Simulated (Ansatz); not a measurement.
## Cu (Fm-3m): Drude plasma energy against volume

The cell of Cu (Fm-3m) is scaled evenly and the response computed anew at each volume, on one mesh.

It takes space group Fm-3m (No. 225, cubic). Conventional cell: a = 3.615 Å, b = 3.615 Å, c = 3.615 Å, α = 90.00°, β = 90.00°, γ = 90.00°. Around Cu on site a lie 12 Cu at 2.56 Å.

Method: Ansatz 0.2.0, PBE, independent particles, k-mesh 22×22×22 with interpolation inside its cells, Gaussian parameter 0.1 eV.

Launch of the response step: `ansatz run input.yaml --threads 4 --pin off --max-ram 8192MiB --backend cpu --events-out ev --progress --plain --runs-dir out`. The series took 77 s in all, on 4 threads of Intel(R) Xeon(R) Platinum 8488C (Sapphire Rapids), with other jobs on the host.

| V/V₀ | V (Å³, primitive cell) | Drude plasma energy (eV) |
| --- | --- | --- |
| 0.94 | 11.10 | ? |
| 0.96 | 11.34 | 9.103 |
| 0.98 | 11.57 | 9.019 |
| 1.00 | 11.81 | 8.939 |
| 1.02 | 12.05 | 8.862 |
| 1.04 | 12.28 | 8.789 |
| 1.06 | 12.52 | 8.720 |

For small changes the quantity should be close to linear in ln V.

Working, on the rows shown:

| x = ln(V/V₀) | y = Drude plasma energy |
| --- | --- |
| -0.040822 | 9.103 |
| -0.0202027 | 9.019 |
| 0 | 8.939 |
| 0.0198026 | 8.862 |
| 0.0392207 | 8.789 |
| 0.0582689 | 8.72 |

Means: x̄ = 0.0093779, ȳ = 8.9053. Σ(x − x̄)(y − ȳ) = -0.02659, Σ(x − x̄)² = 0.006873. Slope = -0.02659 / 0.006873 = -3.868; intercept = ȳ − slope · x̄ = 8.9416. The line misses the rows shown by at most 0.0038 eV.

Problem. What does the fit predict for the withheld row, and how well does it do?

Solution. At x = -0.061875 the line gives y = 9.181 eV. The run gave 9.191 eV, so the extrapolation is off by 0.01 eV, 2 % of the range in the table.

Between the rows on either side of x = 0 the slope is (8.862 − 9.019) / (0.019803 − (-0.020203)) = -3.924. So d ln ωp/d ln V = -0.44; free electrons would give −0.50. The values come from a sum over the points of one k-mesh and carry its error, which is largest for Fermi-surface quantities.
